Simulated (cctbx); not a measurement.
# Occupancies in Bi3Rh2

Cell a = 11.4820 Å, b = 11.4820 Å, c = 14.5830 Å, α = 90.00°, β = 90.00°, γ = 90.00°; space group I4/mcm (no. 140); nominal formula Bi3Rh2.

Simulated single-crystal data (cctbx): synchrotron X-rays, λ = 0.4959 Å, to d = 0.77 Å, 50 % of the full sphere, strongest reflection 70000 counts, noise from counting, a 1.5 % proportional error and a noise floor of 2 counts (s.d.); no absorption.

With every site full:

```text
Rint 0.015, 617 unique reflections to 0.77 A
cycle     R1     wR2    GooF  max shift (A)
   1  0.1472  0.3319  28.071   0.00243
   2  0.0249  0.0762   6.447   0.00001
final R1 0.0249 wR2 0.0762 GooF 6.447  parameters 31  data/parameter 19.9
atom        x        y        z      Ueq    occ   su(xyz)  su(Uiso or U11)
Bi1    0.16502  0.33498  0.00000   0.0031  1.000  0.00006  0.0003
Bi2    0.00000  0.50000  0.15172   0.0094  1.000  0.00007  0.0003
Bi3    0.43617  0.28911  0.13568   0.0032  1.000  0.00004  0.0003
Rh2    0.67947  0.17947  0.20134   0.0054  1.000  0.00011  0.0004
Rh3    0.11586  0.38414  0.50000  -0.0074  1.000  0.00010  0.0004  NPD
Rh4    0.00000  0.00000  0.75000   0.0036  1.000  0.00000  0.0008
Rh5    0.00000  0.00000  0.50000   0.0088  1.000  0.00000  0.0009
difference map: max 9.10 min -6.33 rms 0.66
Q1    0.1038  0.3962  0.5000    8    9.18  0.20 A from Rh3
Q2    0.0000  0.0000  0.0000    4    2.46  0.00 A from Rh5
Q3    0.0422  0.2203  0.3489   32    2.17  0.35 A from Bi3
Q4    0.1769  0.3231  0.0000    8    2.07  0.19 A from Bi1
Q5    0.0000  0.0000  0.2238    8    1.87  0.38 A from Rh4
Q6    0.1677  0.3323  0.2237   16    1.83  0.38 A from Rh2
```

With the occupancies of the suspect sites free, each still typed as its main element:

```text
Rint 0.015, 617 unique reflections to 0.77 A
cycle     R1     wR2    GooF  max shift (A)
   1  0.0955  0.2368  20.058   0.00050
  20  0.0078  0.0194   1.644   0.00001
final R1 0.0076 wR2 0.0188 GooF 1.594  parameters 33  data/parameter 18.7
atom        x        y        z      Ueq    occ   su(xyz)  su(Uiso or U11)
Bi1    0.16509  0.33491  0.00000   0.0040  1.000  0.00001  0.0001
Bi2    0.00000  0.50000  0.15182   0.0048  0.894  0.00002  0.0001
Bi3    0.43619  0.28911  0.13570   0.0040  1.000  0.00001  0.0001
Rh2    0.67950  0.17950  0.20149   0.0063  1.000  0.00003  0.0001
Rh3    0.11580  0.38420  0.50000  -0.0006  1.143  0.00002  0.0002  NPD
Rh4    0.00000  0.00000  0.75000   0.0044  1.000  0.00000  0.0002
Rh5    0.00000  0.00000  0.50000   0.0090  1.000  0.00000  0.0002
su of occupancy Bi2: 0.002
su of occupancy Rh3: 0.003
difference map: max 2.29 min -0.76 rms 0.19
Q1    0.1258  0.3742  0.5000    8    2.38  0.16 A from Rh3
Q2    0.0000  0.5000  0.0466    8    0.79  1.53 A from Bi2
Q3    0.0000  0.5000  0.2204    8    0.66  1.00 A from Bi2
Q4    0.0521  0.4479  0.1249   16    0.58  0.93 A from Bi2
Q5    0.1144  0.3856  0.3004   16    0.56  1.79 A from Rh2
Q6    0.0051  0.4022  0.0000   16    0.55  1.40 A from Rh3
```

**Question.** What is the disorder?

X-rays count electrons. Bi2 refines to 0.894(0.002), or 74.2 electrons; the site truly holds 0.8 Bi and 0.2 Rh, 75.4 electrons, which is 0.908 of Bi; Rh3 refines to 1.143(0.003), or 51.4 electrons; the site truly holds 0.8 Rh and 0.2 Bi, 52.6 electrons, which is 1.169 of Rh. A value under 1 can't tell vacancies from a lighter guest, and one over 1 needs a heavier guest; chemistry or a second radiation must settle which. Occupancy correlates with U and the scale, and the two elements' form factors differ in shape, so the match is approximate.

Freeing them takes R1 from 0.0249 to 0.0076 and GooF from 6.45 to 1.59.

The model is made up (kin elements in a known structure type, no relaxation), so it says nothing on whether the phase exists.

[Middle refinement cycles are left out of these outputs.]

[Logs are printed without paths, hosts, clocks, repeated set-up lines and the standing remarks that a program may print on its own settings, such as how far it seeks lower states.]
